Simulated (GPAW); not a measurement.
A computed O K-edge spectrum of one site in a crystal of O and Ti, with its zero at a photon energy of about 527.3 eV (raw 536.1 eV, less 8.8 eV of added terms; LDA puts this hole about 4 eV below PBE, itself good to a few eV). Method: GPAW, LDA, excited-electron core hole (neutral cell) in a small cell, dipole transitions, broadening that rises with energy.

Energy from the lowest empty level; intensity scaled to a mean of 1 over the first 20 eV:

```tsv
E (eV)	intensity
-2.0	0.00
-1.4	0.00
-0.8	0.02
-0.2	0.37
0.4	1.85
1.0	2.79
1.6	1.82
2.2	1.46
2.8	1.47
3.4	1.53
4.0	1.08
4.6	0.62
5.2	0.67
5.8	0.77
6.4	1.01
7.0	1.13
7.6	0.94
8.2	0.68
8.8	0.57
9.4	0.69
10.0	1.09
10.6	1.59
11.2	1.76
11.8	1.48
12.4	1.11
13.0	0.88
13.6	0.72
14.2	0.58
14.8	0.49
15.4	0.45
16.0	0.46
16.6	0.49
17.2	0.53
17.8	0.57
18.4	0.60
19.0	0.61
19.6	0.60
20.2	0.60
20.8	0.62
21.4	0.64
22.0	0.68
22.6	0.73
23.2	0.77
23.8	0.80
24.4	0.82
25.0	0.85
25.6	0.90
26.2	0.97
26.8	1.04
27.4	1.11
28.0	1.14
28.6	1.13
29.2	1.10
29.8	1.05
30.4	1.00
31.0	0.97
31.6	0.94
```

Which coordination does this site have?

A K edge sees empty p states; the first features are O p mixed into the empty d states of the Ti neighbours, and the broad ones above probably into the cations' higher empty bands. It is atom 3 of Ti2O (P-3m1), with 6 Ti at 2.14 Å (octahedral, site symmetry -3m). Its main maxima below 24 eV lie at 0.9 eV (2.83), 3.3 eV (1.54), 6.9 eV (1.13) and 11.1 eV (1.77). A near-edge spectrum doesn't fix the structure by itself; it is matched against candidates. The unit cell's mesh shows no gap over 0.35 eV. That is right for a metallic compound; for a small-gap or correlated insulator it would be the fault of the functional or of the assumed magnetic order, and the hole would be screened too well. The mesh is coarse (0.27 Å⁻¹ between points), so small maxima may be mesh ripples. Lifetime broadening is put in by hand, and intensities beyond about 20 eV depend on it and on the partial waves; weight that the partial waves miss at high energy is lost. The structure is a published determination, not relaxed.

[Banner, clock and machine lines of the logs are left out without a mark of their own.]

[Logs are printed without paths, hosts, clocks, repeated set-up lines and the standing remarks that a program may print on its own settings, such as how far it seeks lower states.]

[Hosts, paths, dates, database ids (printed as entryN), source tags and the programs' standing remarks are cut or masked in the printed files.]

[Lists of maxima count a maximum above −3 eV only where it reaches 4 % of the highest in the window and stands out from its surroundings by 2 % of it (1.5 % where it reaches 55 %); shoulders and weaker maxima are passed over, and of the rest the first, up to two pre-edge ones and the few strongest are named.]
